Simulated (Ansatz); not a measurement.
# A hypothetical structure for YGa3Fe2, part 2 of 2

Starting from a made-up structure for YGa3Fe2, the aim is the relaxed cell, its shortest contacts and, where a second run follows, its electronic structure.

Ansatz 0.2.0; DFT, PBEsol, plane-wave PAW, files of the set soft_1, scalar-relativistic, ferromagnetic start, cell and ions relaxed at zero pressure; PAW set soft_1 (the session's first sound run).

So far: Set-up; Relaxation of the guess. The relaxed cell has a = 5.198, c = 3.963 Å (conventional setting).

### 3. Electronic structure of the relaxed cell

With the geometry fixed, one more self-consistent run, with a narrower smearing and the mesh shown in its input, gives the bands, and its pressure, and its forces where symmetry allows any, show how far the geometry depends on these settings.

This step: DFT, PBEsol, plane-wave PAW, files of the set soft_1, scalar-relativistic, ferromagnetic start, bands and density of states at the relaxed cell; PAW set soft_1 (Ansatz 0.2.0).

Input file input.yaml:

```yaml
crystal:
  lattice:
    - [5.1980565943, 0.0, 0.0]
    - [-2.5990282971, 4.501649061, 0.0]
    - [0.0, 0.0, 3.9625575063]
  atoms:
    - { symbol: "Y", position: [0.0, 0.0, 0.0] }
    - { symbol: Ga, position: [0.0, 0.5, 0.5] }
    - { symbol: Ga, position: [0.5, 0.5, 0.5] }
    - { symbol: Ga, position: [0.5, 0.0, 0.5] }
    - { symbol: Fe, position: [0.6666666667, 0.3333333333, 0.0], spin: 1.7 }
    - { symbol: Fe, position: [0.3333333333, 0.6666666667, 0.0], spin: 1.7 }
magnetization:
  spin_polarized: true
kpoints:
  mp_grid: { grid: [8, 8, 8] }
  band_path:
    path:
      - [[0.0, 0.0, 0.0], [0.5, 0.0, 0.0], [0.33333333, 0.33333333, 0.0], [0.0, 0.0, 0.0], [0.0, 0.0, 0.5], [0.5, 0.0, 0.5], [0.33333333, 0.33333333, 0.5], [0.0, 0.0, 0.5]]
      - [[0.5, 0.0, 0.5], [0.5, 0.0, 0.0]]
      - [[0.33333333, 0.33333333, 0.0], [0.33333333, 0.33333333, 0.5]]
    npoints: 8
scf:
  occupations: { method: fermi_dirac, width: 0.03 }
  n_extra_bands: 12
hamiltonian:
  xc: pbesol
  pseudopotentials: { kind: paw, azcp: { folder: soft_1 }, xc_functional: pbe }
output:
  forces: true
  stress: true
  write_bands: true
  dos: { projected: true }
  write_density: true
  write_potential: true
  elf: true
  volumetric_format: npy
```

The run is started by

```
ansatz run input.yaml --threads 4 --pin off --max-ram 10240MiB --backend cpu --events-out ev --progress --plain --runs-dir out
```

Numbers of over 12 decimals in the logs are rounded to 6 here.

Output:

```text
[...]
Crystal: 6 atoms, lattice volume = 92.723 Å³
Basis set: ecut = 420 eV, 1783 PW (Γ), exchange–correlation on 72×72×54 points (8 copies of the dense FFT grid, shifted against one another)
Bands: 53, of which v1, the nominal top of the filled ones, is band 41 counted from 1 (40 counted from 0)
Symmetry: 24 space group operations
[...]
k-points: 50 of 512
[...]
Starting moments: Σ|m| = 3.4 μB on 2 of 6 sites
[...]
SCF iter   1: F=—  HF=-23924.710277 eV  |F-HF|=—  |Δ(HF+E_count)|=         —  Δρ=5.28e-2 (↑3.05e-2 ↓5.28e-2)  dr2=5.46e0  dr2_m=1.55e-1  M=3.362 μB ∫|m|=3.990 μB  β_m=0.30  ethr=3.10e-3  ⟨swp⟩=5.5  Hψ=17019  notcnv=0  defer=8
[...]
SCF iter  14: F=-23924.499369 eV  HF=-23924.499369 eV  |F-HF|=2.24e-9  |Δ(HF+E_count)|=   2.62e-9  Δρ=1.26e-6 (↑2.04e-7 ↓1.26e-6)  dr2=2.56e-9  dr2_m=2.63e-10  M=3.591 μB ∫|m|=4.107 μB  ethr=1.32e-12  ⟨swp⟩=10.5  Hψ=31161  notcnv=0
SCF 1 converged in 14 iterations: F = -23924.499369 eV  dr2 = 2.56e-9
[...]
NSCF: frozen V_eff on 75 k-points
SCF converged after 14 iterations
Magnetization: 3.5911 μB (42.7955 up, 39.2045 down)
Absolute magnetization: 4.1043 μB (∫|ρ↑−ρ↓|, with the PAW one-centre terms)
[...]
Per-site moments (μB) at R_I (Å): [(0.026390, 1.237953), (-0.030242, 1.025219), (-0.030242, 1.025219), (-0.030242, 1.025219), (1.761691, 1.025219), (1.761691, 1.025219)]
Free energy (F): -23924.499369 eV
[...]
Internal energy: -23924.480552 eV  (E = F + TS)
E sigma→0 (E₀):  -23924.489961 eV
Entropy (-TS):   -0.018816 eV (-3.136 meV/atom)
Fermi energy:    13.998614 eV
[...]
--- Stress (GPa, compression-positive) ---
       -0.065487      -0.000000      -0.000000
       -0.000000      -0.065487       0.000000
       -0.000000       0.000000       0.672292
  P = ⅓ Tr σ = 0.1804 GPa (1.804 kbar)
--- Band table (eV; the first three rows and the last of 100) ---
  k-point 0 ↑: bands = [... 37 lower, 12.3707, 12.5393, 12.5393, 12.8383, 13.4498, 13.6993, 13.6993, 14.0214, ... 8 higher]
  k-point 1 ↑: bands = [... 37 lower, 12.2863, 12.2863, 12.6088, 12.6088, 13.7463, 13.7463, 13.9106, 13.9819, ... 8 higher]
  k-point 2 ↑: bands = [... 37 lower, 12.1863, 12.1863, 12.8239, 12.8239, 13.5397, 13.7556, 13.7556, 14.8992, ... 8 higher]
  k-point 49 ↓: bands = [... 37 lower, 13.5542, 13.6878, 14.0084, 14.1369, 14.5011, 14.7070, 15.3425, 15.8911, ... 8 higher]
```

Wall time 21 s (4 threads of Arm Neoverse V1, shared host); peak memory 0.69 GiB.

The column dr2 measures how far the density is from self-consistency, as an energy; F and HF (Harris–Foulkes) agree once it is small.

Numbers from this step:

- free energy: -23924.4994 eV
- energy at zero smearing: -23924.4900 eV
- smearing term TS: 0.01882 eV
- Fermi energy: 14.00 eV
- magnetization: 3.591 μB
- absolute magnetization: 4.104 μB
- site moments: 0.02639, -0.03024, -0.03024, -0.03024, 1.762, 1.762 μB
- pressure: 0.1804 GPa

From bands.tsv, the bands that come nearest the Fermi level along the path, at its corners, in eV from the Fermi level:

```
point  band_41_up  band_42_up  band_43_up  band_44_up  band_37_dn  band_38_dn  band_39_dn  band_40_dn
    Γ       -0.55       -0.30       -0.30        0.02       -0.20       -0.20        0.08        0.12
    M        0.12        1.20        1.36        2.63       -0.85       -0.14        0.10        0.63
    K        0.36        0.36        0.96        0.96       -1.37        0.16        0.27        0.70
    Γ       -0.55       -0.30       -0.30        0.02       -0.20       -0.20        0.08        0.12
    A       -0.63       -0.35       -0.35        1.25       -0.33       -0.33       -0.01        0.42
    L       -0.50       -0.13       -0.12        2.18       -0.40       -0.30       -0.23        0.42
    H       -1.12       -0.63        0.92        0.92       -0.50       -0.29        0.08        0.08
    A       -0.63       -0.35       -0.35        1.25       -0.33       -0.33       -0.01        0.42
    L       -0.50       -0.13       -0.12        2.18       -0.40       -0.30       -0.23        0.42
    M        0.12        1.20        1.36        2.63       -0.85       -0.14        0.10        0.63
    K        0.36        0.36        0.96        0.96       -1.37        0.16        0.27        0.70
    H       -1.12       -0.63        0.92        0.92       -0.50       -0.29        0.08        0.08
```

Site moment by atom:

```csv
atom,site moment (μB)
Y1,0.03
Ga2,-0.03
Ga3,-0.03
Ga4,-0.03
Fe5,1.76
Fe6,1.76
```

Spin density in the ab plane at fractional z = 0.000, with atoms of Y and Fe within 0.2 Å of it.

Values in e/Å³, 14 rows by 14 columns, each cell a mean:
```
0.0 0.0 0.0 0.0 0.0 0.0 0.0 0.0 0.0 0.0 0.0 0.0 0.0 0.0
0.0 0.0 0.0 0.0 0.0 0.1 0.1 0.0 0.0 0.0 0.0 0.0 0.0 0.0
0.0 0.0 0.0 0.1 0.3 0.6 0.5 0.1 0.0 0.0 0.0 0.0 0.0 0.0
0.0 0.0 0.1 0.3 1.5 2.2 1.0 0.2 0.0 0.0 0.0 0.0 0.0 0.0
0.0 0.0 0.1 1.0 2.9 2.6 0.7 0.1 0.0 0.0 0.0 0.0 0.0 0.0
0.0 0.0 0.2 1.1 1.8 1.0 0.2 0.0 0.0 0.0 0.0 0.0 0.0 0.0
0.0 0.0 0.1 0.4 0.3 0.1 0.0 0.0 0.0 0.1 0.2 0.1 0.0 0.0
0.0 0.0 0.1 0.1 0.0 0.0 0.0 0.0 0.2 0.7 1.0 0.5 0.1 0.0
0.0 0.0 0.0 0.0 0.0 0.0 0.0 0.1 1.0 2.6 2.2 0.6 0.1 0.0
0.0 0.0 0.0 0.0 0.0 0.0 0.0 0.3 1.8 2.9 1.5 0.3 0.0 0.0
0.0 0.0 0.0 0.0 0.0 0.0 0.1 0.4 1.1 1.0 0.3 0.1 0.0 0.0
0.0 0.0 0.0 0.0 0.0 0.0 0.1 0.1 0.2 0.1 0.1 0.0 0.0 0.0
0.0 0.0 0.0 0.0 0.0 0.0 0.0 0.0 0.0 0.0 0.0 0.0 0.0 0.0
0.0 0.0 0.0 0.0 0.0 0.0 0.0 0.0 0.0 0.0 0.0 0.0 0.0 0.0
```
Columns run along a (5.2 Å), rows up along b (5.2 Å). Atoms in or near the plane, at fractional coordinates: Y at (0.00, 0.00), Fe at (0.67, 0.33), Fe at (0.33, 0.67).

Electrostatic potential energy in the ab plane at fractional z = 0.000, with atoms of Y and Fe within 0.2 Å of it. With pseudopotentials it is smooth inside the atoms' cores, unlike the true potential.

Ten even steps from '0' (-44 eV) to '9' (16 eV), each cell a mean:
```
02699999998510
36899878998521
79985336998755
99841016999888
99610028999999
99510269999999
99634799986689
99889999621379
99999997200389
99999994001599
87789983114899
43479986568986
00379999999962
00489999999730
```
Columns run along a (5.2 Å; values clipped at the 3rd and 97th percentile), rows up along b (5.2 Å). Atoms in or near the plane, at fractional coordinates: Y at (0.00, 0.00), Fe at (0.67, 0.33), Fe at (0.33, 0.67).

Valence density in the ab plane at fractional z = 0.000, with atoms of Y and Fe within 0.2 Å of it. It is the smooth field of the valence electrons, not physical close to the nuclei.

Ten steps, logarithmic in the rise over the least value, from '_' (0 e/Å³) to '@' (24 e/Å³), each cell a mean:
```
++==::________________--++++
==::______..::..______--==++
..____..==**++::______..----
____..++%%@@##::____________
____::##@@@@**..____________
____--##%%##--______________
____::====::______..::::..__
____......______--**##++::__
______________::##@@@@**..__
____________..==%%@@%%==____
......______..==####++..____
====--..____..::--::..____::
++++==..________________::==
++++==..______________..==++
```
Columns run along a (5.2 Å), rows up along b (5.2 Å). Atoms in or near the plane, at fractional coordinates: Y at (0.00, 0.00), Fe at (0.67, 0.33), Fe at (0.33, 0.67).

### 4. Outcome

| Property | Result |
| --- | --- |
| space group, relaxed | P6/mmm |
| conventional cell | a = 5.198, b = 5.198, c = 3.963 Å; α = 90.0°, β = 90.0°, γ = 120.0° |
| volume per atom | 15.45 Å³ (guess 17.04) |
| total moment | 3.44 μB in the cell of 6 atoms |

What this shows: YGa3Fe2 relaxes to P6/mmm with a = 5.198, b = 5.198 and c = 3.963 Å. The guessed volume was 10 % too large. The space group P6/mmm was held in the relaxation, so the end point is a stationary structure within it and may be a saddle against distortions or other arrangements. The input starts from parallel moments, and no other start was typed. Bands cross the Fermi level, so it is a metal or semimetal at this level. On the 8×8×8 mesh with the narrower smearing (relaxed on 6×6×6) the forces vanish, as symmetry may demand, and the largest stress component is 0.672 GPa, against the relaxation's thresholds of 0.015 eV/Å and 0.05 GPa. The cutoff wasn't tested. A vector of the cell changed its length by 9 %, more than the volume shows. No dispersion term is used, so weakly bound directions may come out too long. Nothing here tests whether the compound is stable against decomposition.

[Logs are printed without paths, hosts, clocks, repeated set-up lines and the standing remarks that a program may print on its own settings, such as how far it seeks lower states.]

[Hosts, paths, dates, database ids (printed as entryN), source tags and the programs' standing remarks are cut or masked in the printed files.]
